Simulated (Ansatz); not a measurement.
# linear Mo chain under tension and compression, part 2 of 3

Wanted: energy, moment and open channels of the linear Mo chain from 12 % compression to 30 % stretch.

Ansatz 0.2.0; DFT PBE, plane waves, PAW; relaxation of a chain's period (the session's first sound run).

So far. Step 2 (The relaxed wire): The cell's length comes to 2.204 Å with no moment. That is -23 % against the start, more than a small adjustment.

**3. The chain at a fixed length, period over the relaxed period 0.88, k-mesh 1×1×42**

This step: DFT PBE, plane waves, PAW; channels and complex bands of a perfect chain (Ansatz 0.2.0).

The period is set to 0.88 times the relaxed one: shorter bonds widen the bands.

The cell differs from the one that the last finished run ended in (c 2.204 → 1.940 Å).

File input.yaml:

```yaml
crystal:
  lattice:
    - [7.5, 0.0, 0.0]
    - [0.0, 7.5, 0.0]
    - [0.0, 0.0, 1.9396848518]
  atoms:
    - { symbol: Mo, position: [0.5, 0.5, 0.0], spin: 3.0 }
magnetization:
  spin_polarized: true
kpoints:
  mp_grid: { grid: [1, 1, 42] }
scf:
  occupations: { method: fermi_dirac, width: 0.05 }
hamiltonian:
  xc: pbe
output:
  transmission:
    e_range: [-2, 2]
    de: 0.035
    kmesh: [1, 1]
    reduced_basis: true
    leads: [[0, 0]]
  stress: true
```

Command:

```console
$ ansatz run input.yaml --threads 4 --pin off --max-ram 8192MiB --backend cpu --events-out ev --progress --plain --runs-dir out
```

Numbers of over 12 decimals in the logs are rounded to 6 here.

The log of the run:

```text
[...]
Crystal: 1 atoms, lattice volume = 109.107 Å³
Basis set: ecut = 420 eV, 2111 PW (Γ)
Bands: 13, of which v1, the nominal top of the filled ones, is band 7 counted from 1 (6 counted from 0)
Symmetry: 16 space group operations
[...]
k-points: 22 of 42
[...]
Starting moments: Σ|m| = 3 μB on 1 of 1 site
[...]
SCF iter   1: F=—  HF=-4949.054317 eV  |F-HF|=—  |Δ(HF+E_count)|=         —  Δρ=4.28e-2 (↑3.88e-2 ↓4.28e-2)  dr2=5.49e-1  dr2_m=1.55e0  M=0.592 μB ∫|m|=0.595 μB  β_m=0.30  ethr=3.10e-3  ⟨swp⟩=6.9  Hψ=3681  notcnv=0
[...]
SCF iter  10: F=-4950.321508 eV  HF=-4950.321508 eV  |F-HF|=5.46e-12  |Δ(HF+E_count)|=  1.73e-10  Δρ=5.65e-8 (↑5.65e-8 ↓3.83e-8)  dr2=1.45e-12  dr2_m=2.09e-12  M=-0.000 μB ∫|m|=0.000 μB  ethr=1.00e-12  ⟨swp⟩=4.9  Hψ=2239  notcnv=0
SCF 1 converged in 10 iterations: F = -4950.321508 eV  dr2 = 1.45e-12
[...]
the search or the solves at the SCF's close seem to have found levels that the self-consistency loop had missed (the run counts 1). By its estimate they hold under 1e-12 electrons; where the run keeps them, the occupations were computed again with them
WARN: the starting moments were not kept: the SCF closed with an absolute magnetisation of 2.0e-6 μB, where they sum to 3 μB in size (1 site). That is at most 0.1 of that sum. Measured as dr2_m measures the in/out step, that magnetisation stands 8.6e-13 eV from none, at or under the dr2_threshold of 1.0e-7 eV: it is no larger than a step whose dr2_m would equal this threshold. The system may hold no moment; this SCF  [...]
transmission: 6 of 36 steps passed
transmission: 9 of 36 steps passed
[...]
transmission: 36 of 36 steps passed
SCF converged after 10 iterations
Magnetization: -0.0000 μB (7.0000 up, 7.0000 down)
Absolute magnetization: 0.0000 μB (∫|ρ↑−ρ↓|, with the PAW one-centre terms)
[...]
Per-site moments (μB) at R_I (Å): [(-8.171611050950815e-7, 0.800120)]
Free energy (F): -4950.321508 eV
[...]
Internal energy: -4950.310164 eV  (E = F + TS)
E sigma→0 (E₀):  -4950.315836 eV
Entropy (-TS):   -0.011344 eV (-11.344 meV/atom)
Fermi energy:    -0.717452 eV
[...]
--- Stress (GPa, compression-positive) ---
       -0.293896       0.000000       0.000000
        0.000000      -0.293896       0.000000
        0.000000       0.000000      28.490485
  P = ⅓ Tr σ = 9.3009 GPa (93.009 kbar)
--- Band table (eV; the first three rows and the last of 44) ---
  k-point 0 ↑: bands = [... 3 lower, -30.6423, -6.4044, -2.4917, -2.4742, -2.2611, 1.4074, 1.4074, 3.3822, ... 2 higher]
  k-point 1 ↑: bands = [... 3 lower, -30.7255, -6.3050, -2.4751, -2.4576, -2.2241, 1.4118, 1.4118, 3.4057, ... 2 higher]
  k-point 2 ↑: bands = [... 3 lower, -30.9697, -6.0153, -2.4253, -2.4081, -2.1101, 1.4210, 1.4210, 3.4764, ... 2 higher]
  k-point 21 ↓: bands = [... 3 lower, -34.4526, -6.4744, -6.4744, 1.6774, 1.6784, 4.5224, 7.2945, 11.2707, ... 2 higher]
--- Transmission ---
  basis      : 497 plane waves across, 3 finite elements along
  points     : 1, standing for a mesh of 1 x 1
  filling    : by the input's occupations and mesh, since the crystals that have channels conduct as metals do. If one of these is a semiconductor, that mesh has misplaced its level
  energies   : 115 from -2.000000 to 1.990000 eV about the Fermi level, 0.035000 eV apart; the leads are filled to 0.000000 eV, and channels, transmission and decay are at -0.005000 eV
  crystal 0  : Mo1, at the sites [0, 0], period 1.9397 Å: whole cells are its period
    offset         : up to 0.0000 Å between an atom of the period and one for which it stands
    filled         : 16.9 meV under the level at which it is neutral
    channels       : 6.000000e0 up, 6.000000e0 down
    conductance    : 8.2646e14 S/m² at 300 K; may be off by some 0.0 % by where its bands' edges are placed, 0.0 % from the distance to neutral
```

Elapsed: 22 s, on 4 threads of Arm Neoverse V1, shared host; peak memory 0.45 GiB; 75 s of CPU time.

The column dr2 measures how far the density is from self-consistency, as an energy; F and HF (Harris–Foulkes) agree once it is small.

This step gave:

* energy at zero smearing: -4950.3158 eV
* channels at the energy nearest the Fermi level, spin up: 6
* channels at the energy nearest the Fermi level, spin down: 6
* conductance of the lead as this run defines it: 6.000 G₀
* band gap: 0 eV

Table of open channels of the lead by energy, zero at the Fermi level:

```csv
energy (eV),spin up,spin down
-2.00,3,3
-1.90,3,3
-1.79,3,3
-1.69,5,5
-1.58,5,5
-1.48,6,6
-1.37,6,6
-1.23,6,6
-1.12,6,6
-1.02,6,6
-0.92,6,6
-0.81,6,6
-0.70,6,6
-0.60,6,6
-0.49,6,6
-0.39,6,6
-0.28,6,6
-0.18,6,6
-0.07,6,6
-0.01,6,6
0.07,6,6
0.17,6,6
0.28,6,6
0.38,6,6
0.48,6,6
0.59,6,6
0.69,6,6
0.80,6,6
0.91,6,6
1.01,6,6
1.11,6,6
1.22,6,6
1.36,6,6
1.47,6,6
1.57,6,6
1.68,6,6
1.78,6,6
1.89,6,6
1.99,6,6
```

At the computed energy nearest the Fermi level there are 6 spin-up and 6 spin-down channels, and the thermal average gives 6.00 G₀.

**4. At a set period, period over the relaxed period 0.92, k-mesh 1×1×40**

The period is set to 0.92 times the relaxed one: shorter bonds widen the bands.

The cell differs from the one that the last finished run ended in (c 1.940 → 2.028 Å).

Edit input.yaml of step 3 so:

```diff
@@ -4,3 +4,3 @@
     - [0.0, 7.5, 0.0]
-    - [0.0, 0.0, 1.9396848518]
+    - [0.0, 0.0, 2.0278523451]
   atoms:
@@ -10,3 +10,3 @@
 kpoints:
-  mp_grid: { grid: [1, 1, 42] }
+  mp_grid: { grid: [1, 1, 40] }
 scf:
```

The log of the run:

```text
[...]
Crystal: 1 atoms, lattice volume = 114.067 Å³
Basis set: ecut = 420 eV, 2223 PW (Γ)
Bands: 13, of which v1, the nominal top of the filled ones, is band 7 counted from 1 (6 counted from 0)
Symmetry: 16 space group operations
[...]
k-points: 21 of 40
[...]
Starting moments: Σ|m| = 3 μB on 1 of 1 site
[...]
--- Transmission ---
  basis      : 497 plane waves across, 3 finite elements along
  points     : 1, standing for a mesh of 1 x 1
[...]
crystal 0  : Mo1, at the sites [0, 0], period 2.0279 Å: whole cells are its period
[...]
filled         : 29.0 meV over the level at which it is neutral
    channels       : 6.000000e0 up, 6.000000e0 down
[...]
[key lines of the parts left out:]
SCF converged after 10 iterations
Magnetization: -0.0000 μB (7.0000 up, 7.0000 down)
Free energy (F): -4951.000128 eV
Fermi energy:    -0.927630 eV
P = ⅓ Tr σ = 4.9048 GPa (49.048 kbar)
```

Elapsed: 20 s, on 4 threads; peak memory 0.44 GiB; 68 s of CPU time.

At the computed energy nearest the Fermi level there are 6 spin-up and 6 spin-down channels, and the thermal average gives 6.00 G₀.

**5. At a set period, period over the relaxed period 0.96, k-mesh 1×1×38**

The period is set to 0.96 times the relaxed one: shorter bonds widen the bands.

The cell differs from the one that the last finished run ended in (c 2.028 → 2.116 Å).

Edit input.yaml of step 4 so:

```diff
@@ -4,3 +4,3 @@
     - [0.0, 7.5, 0.0]
-    - [0.0, 0.0, 2.0278523451]
+    - [0.0, 0.0, 2.1160198383]
   atoms:
@@ -10,3 +10,3 @@
 kpoints:
-  mp_grid: { grid: [1, 1, 40] }
+  mp_grid: { grid: [1, 1, 38] }
 scf:
```

The log of the run:

```text
[...]
Crystal: 1 atoms, lattice volume = 119.026 Å³
Basis set: ecut = 420 eV, 2335 PW (Γ)
Bands: 13, of which v1, the nominal top of the filled ones, is band 7 counted from 1 (6 counted from 0)
Symmetry: 16 space group operations
[...]
k-points: 20 of 38
[...]
Starting moments: Σ|m| = 3 μB on 1 of 1 site
[...]
--- Transmission ---
  basis      : 497 plane waves across, 3 finite elements along
  points     : 1, standing for a mesh of 1 x 1
[...]
crystal 0  : Mo1, at the sites [0, 0], period 2.1160 Å: whole cells are its period
[...]
filled         : 3.3 meV over the level at which it is neutral
    channels       : 6.000000e0 up, 6.000000e0 down
[...]
[key lines of the parts left out:]
SCF converged after 11 iterations
Magnetization: -0.0000 μB (7.0000 up, 7.0000 down)
Free energy (F): -4951.310914 eV
Fermi energy:    -1.110666 eV
P = ⅓ Tr σ = 1.7721 GPa (17.721 kbar)
```

The job ended after 21 s (4 threads; peak memory 0.45 GiB; 68 s of CPU time).

At the computed energy nearest the Fermi level there are 6 spin-up and 6 spin-down channels, and the thermal average gives 6.00 G₀.

**6. At a set period, period over the relaxed period 1, k-mesh 1×1×37**

The period is set to 1.0 times the relaxed one, as the point of reference.

Edit input.yaml of step 5 so:

```diff
@@ -4,3 +4,3 @@
     - [0.0, 7.5, 0.0]
-    - [0.0, 0.0, 2.1160198383]
+    - [0.0, 0.0, 2.2041873316]
   atoms:
@@ -10,3 +10,3 @@
 kpoints:
-  mp_grid: { grid: [1, 1, 38] }
+  mp_grid: { grid: [1, 1, 37] }
 scf:
```

The log of the run:

```text
[...]
Crystal: 1 atoms, lattice volume = 123.986 Å³
Basis set: ecut = 420 eV, 2447 PW (Γ)
Bands: 13, of which v1, the nominal top of the filled ones, is band 7 counted from 1 (6 counted from 0)
Symmetry: 16 space group operations
[...]
k-points: 19 of 37
[...]
Starting moments: Σ|m| = 3 μB on 1 of 1 site
[...]
--- Transmission ---
  basis      : 497 plane waves across, 3 finite elements along
  points     : 1, standing for a mesh of 1 x 1
[...]
crystal 0  : Mo1, at the sites [0, 0], period 2.2042 Å: whole cells are its period
[...]
filled         : 41.6 meV under the level at which it is neutral
    channels       : 6.000000e0 up, 6.000000e0 down
[...]
[key lines of the parts left out:]
SCF converged after 11 iterations
Magnetization: -0.0000 μB (7.0000 up, 7.0000 down)
Free energy (F): -4951.407640 eV
Fermi energy:    -1.359309 eV
P = ⅓ Tr σ = -0.1178 GPa (-1.178 kbar)
```

Elapsed: 18 s, on 4 threads; peak memory 0.43 GiB.

At the computed energy nearest the Fermi level there are 6 spin-up and 6 spin-down channels, and the thermal average gives 6.00 G₀.

**7. At a set period, period over the relaxed period 1.04, k-mesh 1×1×35**

The period is set to 1.04 times the relaxed one: longer bonds narrow the bands.

The cell differs from the one that the last finished run ended in (c 2.204 → 2.292 Å).

Edit input.yaml of step 6 so:

```diff
@@ -4,3 +4,3 @@
     - [0.0, 7.5, 0.0]
-    - [0.0, 0.0, 2.2041873316]
+    - [0.0, 0.0, 2.2923548248]
   atoms:
@@ -10,3 +10,3 @@
 kpoints:
-  mp_grid: { grid: [1, 1, 37] }
+  mp_grid: { grid: [1, 1, 35] }
 scf:
```

The log of the run:

```text
[...]
Crystal: 1 atoms, lattice volume = 128.945 Å³
Basis set: ecut = 420 eV, 2511 PW (Γ)
Bands: 13, of which v1, the nominal top of the filled ones, is band 7 counted from 1 (6 counted from 0)
Symmetry: 16 space group operations
[...]
k-points: 18 of 35
[...]
Starting moments: Σ|m| = 3 μB on 1 of 1 site
[...]
--- Transmission ---
  basis      : 497 plane waves across, 3 finite elements along
  points     : 1, standing for a mesh of 1 x 1
[...]
crystal 0  : Mo1, at the sites [0, 0], period 2.2924 Å: whole cells are its period
[...]
filled         : 24.2 meV over the level at which it is neutral
    channels       : 6.000000e0 up, 6.000000e0 down
[...]
[key lines of the parts left out:]
SCF converged after 12 iterations
Magnetization: 0.0000 μB (7.0000 up, 7.0000 down)
Free energy (F): -4951.341969 eV
Fermi energy:    -1.403967 eV
P = ⅓ Tr σ = -1.5661 GPa (-15.661 kbar)
```

It took 18 s on 4 threads; peak memory 0.42 GiB.

At the computed energy nearest the Fermi level there are 6 spin-up and 6 spin-down channels, and the thermal average gives 6.00 G₀. The change of length costs 0.066 eV a cell and leaves no moment.

**8. The chain at a fixed length, period over the relaxed period 1.08, k-mesh 1×1×34**

The period is set to 1.08 times the relaxed one: longer bonds narrow the bands.

The cell differs from the one that the last finished run ended in (c 2.292 → 2.381 Å).

Edit input.yaml of step 7 so:

```diff
@@ -4,3 +4,3 @@
     - [0.0, 7.5, 0.0]
-    - [0.0, 0.0, 2.2923548248]
+    - [0.0, 0.0, 2.3805223181]
   atoms:
@@ -10,3 +10,3 @@
 kpoints:
-  mp_grid: { grid: [1, 1, 35] }
+  mp_grid: { grid: [1, 1, 34] }
 scf:
```

The log of the run:

```text
[...]
Crystal: 1 atoms, lattice volume = 133.904 Å³
Basis set: ecut = 420 eV, 2599 PW (Γ)
Bands: 13, of which v1, the nominal top of the filled ones, is band 7 counted from 1 (6 counted from 0)
Symmetry: 16 space group operations
[...]
k-points: 18 of 34
[...]
Starting moments: Σ|m| = 3 μB on 1 of 1 site
[...]
--- Transmission ---
  basis      : 497 plane waves across, 3 finite elements along
  points     : 1, standing for a mesh of 1 x 1
[...]
crystal 0  : Mo1, at the sites [0, 0], period 2.3805 Å: whole cells are its period
[...]
filled         : 19.7 meV over the level at which it is neutral
    channels       : 6.000000e0 up, 6.000000e0 down
[...]
[key lines of the parts left out:]
SCF converged after 16 iterations
Magnetization: 0.0000 μB (7.0000 up, 7.0000 down)
Free energy (F): -4951.165044 eV
Fermi energy:    -1.504573 eV
P = ⅓ Tr σ = -2.5143 GPa (-25.143 kbar)
```

The job ended after 19 s (4 threads; peak memory 0.45 GiB; 65 s of CPU time).

At the computed energy nearest the Fermi level there are 6 spin-up and 6 spin-down channels, and the thermal average gives 6.00 G₀. The change of length costs 0.246 eV a cell and leaves no moment.

**9. At a set period, period over the relaxed period 1.13, k-mesh 1×1×33**

The period is set to 1.13 times the relaxed one: longer bonds narrow the bands.

The cell differs from the one that the last finished run ended in (c 2.381 → 2.491 Å).

Edit input.yaml of step 8 so:

```diff
@@ -4,3 +4,3 @@
     - [0.0, 7.5, 0.0]
-    - [0.0, 0.0, 2.3805223181]
+    - [0.0, 0.0, 2.4907316847]
   atoms:
@@ -10,3 +10,3 @@
 kpoints:
-  mp_grid: { grid: [1, 1, 34] }
+  mp_grid: { grid: [1, 1, 33] }
 scf:
```

The log of the run:

```text
[...]
Crystal: 1 atoms, lattice volume = 140.104 Å³
Basis set: ecut = 420 eV, 2745 PW (Γ)
Bands: 13, of which v1, the nominal top of the filled ones, is band 7 counted from 1 (6 counted from 0)
Symmetry: 16 space group operations
[...]
k-points: 17 of 33
[...]
Starting moments: Σ|m| = 3 μB on 1 of 1 site
[...]
--- Transmission ---
  basis      : 497 plane waves across, 4 finite elements along
  points     : 1, standing for a mesh of 1 x 1
[...]
crystal 0  : Mo1, at the sites [0, 0], period 2.4907 Å: whole cells are its period
[...]
filled         : 6.6 meV over the level at which it is neutral
    channels       : 6.000000e0 up, 4.000000e0 down
[...]
[key lines of the parts left out:]
SCF converged after 10 iterations
Magnetization: 2.5855 μB (8.2928 up, 5.7072 down)
Free energy (F): -4951.024499 eV
Fermi energy:    -1.331050 eV
P = ⅓ Tr σ = -1.4464 GPa (-14.464 kbar)
```

Wall time 21 s (4 threads); peak memory 0.47 GiB; 77 s of CPU time.

At the computed energy nearest the Fermi level there are 6 spin-up and 4 spin-down channels, and the thermal average gives 4.70 G₀. The change of length costs 0.386 eV a cell and leaves an absolute moment of 2.59 μB a cell.

Between step 3 and this run (period over the relaxed period 1.13 and k-mesh 1×1×33) the value for the conductance of the lead as this run defines it moves from 6.00 G₀ to 4.70 G₀ (-22 %).

**10. The chain at a fixed length, period over the relaxed period 1.2, k-mesh 1×1×31**

The period is set to 1.2 times the relaxed one: longer bonds narrow the bands.

The cell differs from the one that the last finished run ended in (c 2.491 → 2.645 Å).

Edit input.yaml of step 9 so:

```diff
@@ -4,3 +4,3 @@
     - [0.0, 7.5, 0.0]
-    - [0.0, 0.0, 2.4907316847]
+    - [0.0, 0.0, 2.6450247979]
   atoms:
@@ -10,3 +10,3 @@
 kpoints:
-  mp_grid: { grid: [1, 1, 33] }
+  mp_grid: { grid: [1, 1, 31] }
 scf:
```

The log of the run:

```text
[...]
Crystal: 1 atoms, lattice volume = 148.783 Å³
Basis set: ecut = 420 eV, 2929 PW (Γ)
Bands: 13, of which v1, the nominal top of the filled ones, is band 7 counted from 1 (6 counted from 0)
Symmetry: 16 space group operations
[...]
k-points: 16 of 31
[...]
Starting moments: Σ|m| = 3 μB on 1 of 1 site
[...]
--- Transmission ---
  basis      : 497 plane waves across, 4 finite elements along
  points     : 1, standing for a mesh of 1 x 1
[...]
crystal 0  : Mo1, at the sites [0, 0], period 2.6450 Å: whole cells are its period
[...]
filled         : 13.0 meV over the level at which it is neutral
    channels       : 4.000000e0 up, 4.000000e0 down
[...]
[key lines of the parts left out:]
SCF converged after 10 iterations
Magnetization: 3.0927 μB (8.5463 up, 5.4537 down)
Free energy (F): -4950.797400 eV
Fermi energy:    -1.313963 eV
P = ⅓ Tr σ = -1.6695 GPa (-16.695 kbar)
```

Run time: 23 s. Hardware: 4 threads; peak memory 0.5 GiB.

At the computed energy nearest the Fermi level there are 4 spin-up and 4 spin-down channels, and the thermal average gives 3.93 G₀. The change of length costs 0.611 eV a cell and leaves an absolute moment of 3.09 μB a cell.

Between step 3 and this run (period over the relaxed period 1.2 and k-mesh 1×1×31) the value for the conductance of the lead as this run defines it moves from 6.00 G₀ to 3.93 G₀ (-34 %).

**11. At a set period, period over the relaxed period 1.3, k-mesh 1×1×28**

The period is set to 1.3 times the relaxed one: longer bonds narrow the bands.

Edit input.yaml of step 10 so:

```diff
@@ -4,3 +4,3 @@
     - [0.0, 7.5, 0.0]
-    - [0.0, 0.0, 2.6450247979]
+    - [0.0, 0.0, 2.865443531]
   atoms:
@@ -10,3 +10,3 @@
 kpoints:
-  mp_grid: { grid: [1, 1, 31] }
+  mp_grid: { grid: [1, 1, 28] }
 scf:
```

The log of the run:

```text
[...]
Crystal: 1 atoms, lattice volume = 161.181 Å³
Basis set: ecut = 420 eV, 3145 PW (Γ)
Bands: 13, of which v1, the nominal top of the filled ones, is band 7 counted from 1 (6 counted from 0)
Symmetry: 16 space group operations
[...]
k-points: 15 of 28
[...]
Starting moments: Σ|m| = 3 μB on 1 of 1 site
[...]
--- Transmission ---
  basis      : 497 plane waves across, 4 finite elements along
  points     : 1, standing for a mesh of 1 x 1
[...]
crystal 0  : Mo1, at the sites [0, 0], period 2.8654 Å: whole cells are its period
[...]
filled         : 11.7 meV over the level at which it is neutral
    channels       : 3.000000e0 up, 3.000000e0 down
[...]
[key lines of the parts left out:]
SCF converged after 10 iterations
Magnetization: 4.2303 μB (9.1151 up, 4.8849 down)
Free energy (F): -4950.470827 eV
Fermi energy:    -1.453061 eV
P = ⅓ Tr σ = -1.0319 GPa (-10.319 kbar)
```

Run time: 17 s. Hardware: 4 threads; peak memory 0.41 GiB; 61 s of CPU time.

(Part 2 of 3 ends here.)

[Logs are printed without paths, hosts, clocks, repeated set-up lines and the standing remarks that a program may print on its own settings, such as how far it seeks lower states.]

[Hosts, paths, dates, database ids (printed as entryN), source tags and the programs' standing remarks are cut or masked in the printed files.]
